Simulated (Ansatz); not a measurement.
In doubt: masses and optical values from hybrid runs of this build are listed as unsure (in some of the runs), which bears on the screening that GW takes from such a start.

System: SnSe2/SnSe2 (1T multilayer).

The cell holds 6 atoms: 2 Sn and 4 Se. Cell: a = 3.839 Å, b = 3.839 Å, c = 41.500 Å, α = 90.0°, β = 90.0°, γ = 120.0°. It derives from Se2Sn1. Regions: layer 1 (SnSe2), 3 atoms (1 Sn and 2 Se); layer 2 (SnSe2), 3 atoms (1 Sn and 2 Se). Vacuum lies along c.

```xyz
6
Lattice="3.8393 0.0000 0.0000 -1.9197 3.3250 0.0000 0.0000 0.0000 41.5000" Properties=species:S:1:pos:R:3
Sn    0.0000    0.0000   17.7651
Se    0.0000    2.2166   19.3589
Se    1.9197    1.1083   16.1718
Sn    0.0000    0.0000   23.7349
Se    0.0000    2.2166   25.3282
Se    1.9197    1.1083   22.1411
```

The structure was relaxed with PBE-D3(BJ). The runs that relaxed it are not among those shown.

Gaps computed with Ansatz 0.2.0 without a self-energy: HSE06 1.29 eV.

**Question.** Estimate the G0W0@HSE06 gap with 6×6×1 mesh, 327 empty bands, screening to 42 eV, PAW set soft_1 files.

About 1.69 eV: on its mesh the run moves the gap from 1.29 eV by +0.40 eV. Bands and cutoff are finite, so the gap is not at the basis limit. The miss can reach some tenths of an eV and take either sign; the mesh is an error of its own. The mesh in the plane is coarse for a sheet; gap and any exciton binding can still move on denser ones. The many-body steps are scalar-relativistic: spin-orbit coupling is not in them.

[Paths, hosts, dates, memory and timing lines, banners, echoed tables and standing remarks are left out of the program output.]

[Logs are printed without paths, hosts, clocks, repeated set-up lines and the standing remarks that a program may print on its own settings, such as how far it seeks lower states.]

[Runs of the session that timed out or met a known fault of the program may be left out.]

[Cells called generated may have been cut or substituted from an entry of the Crystallography Open Database or the Materials Project.]

[Hosts, paths, dates, database ids (printed as entryN), source tags and the programs' standing remarks are cut or masked in the printed files.]
